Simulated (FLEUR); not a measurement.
## Collinear magnetic orders of Mn3InC with FLEUR

The structure is cubic, space group Pm-3m (No. 221). Conventional cell: a = 3.949 Å, b = 3.949 Å, c = 3.949 Å, α = 90.00°, β = 90.00°, γ = 90.00°. Nearest to Mn lie 2 C at 1.97 Å and 4 In at 2.79 Å and 8 Mn at 2.79 Å. In has 12 Mn at 2.79 Å nearest. Nearest to C lie 6 Mn at 1.97 Å. Farther neighbours are not listed.

```xyz
5
Lattice="3.9487 0.0000 0.0000 0.0000 3.9487 0.0000 0.0000 0.0000 3.9487" Properties=species:S:1:pos:R:3 pbc="T T T"
Mn    1.9743    0.0000    0.0000
Mn    0.0000    0.0000    1.9743
Mn    0.0000    1.9743    0.0000
In    1.9743    1.9743    1.9743
C     0.0000    0.0000    0.0000
```

```yaml
method: LDA (VWN); all-electron FLAPW, Dirac cores, scalar-relativistic bands (and 1 further level or step)
program: FLEUR MaX-R8.1
settings_of_one_run: kmax 4.4 1/bohr, gmax 13.2 1/bohr, muffin tin radii Mn: 2.32, In: 2.8, C: 1.31 bohr, lmax Mn: [8, 6], In: [10, 8], C: [6, 4], hist occupations, smearing width 0.08 eV, mixer Anderson, mixing 0.05, max iterations 90, stop 2.00e-5 me/bohr³, collinear spin, 8×8×8 k-mesh, mesh matched on, starting moments 3.5 3.5 3.5 0 0 μB
cost: 4 runs, 24 min in all on 4 MPI ranks of Arm Neoverse V1, shared host (the runs of this entry)
notes: The run is spin-polarised, with a total moment of 5.07 μB a cell. Only 3 starts were tried; other patterns of signs, canted and longer-period orders were not.
lowest_state_found: ferromagnetic (initial ferro +++)
largest_site_spin_moment: 1.74 μB
next_finished_state: ferrimagnetic, 47.5 meV a seeded atom higher
energy_gained_by_spin_polarisation: 154 meV a seeded atom
orbital_moment_on_the_atom_of_largest_spin_along_its_spin_spin_orbit_run: 0.0464 μB
```

The lowest state found is ferromagnetic, reached from the start ferro +++, with moments up to 1.74 μB. The next finished state costs 48 meV a seeded atom.

[Logs and program files are shortened in this print: banners, set-up blocks, solver, clock and traceback lines can be left out without a mark of their own.]

[Logs are printed without paths, hosts, clocks, repeated set-up lines and the standing remarks that a program may print on its own settings, such as how far it seeks lower states.]

[Hosts, paths, dates, database ids (printed as entryN), source tags and the programs' standing remarks are cut or masked in the printed files.]

[Where a cell is said to come from a database of computed structures, the database is the Materials Project.]
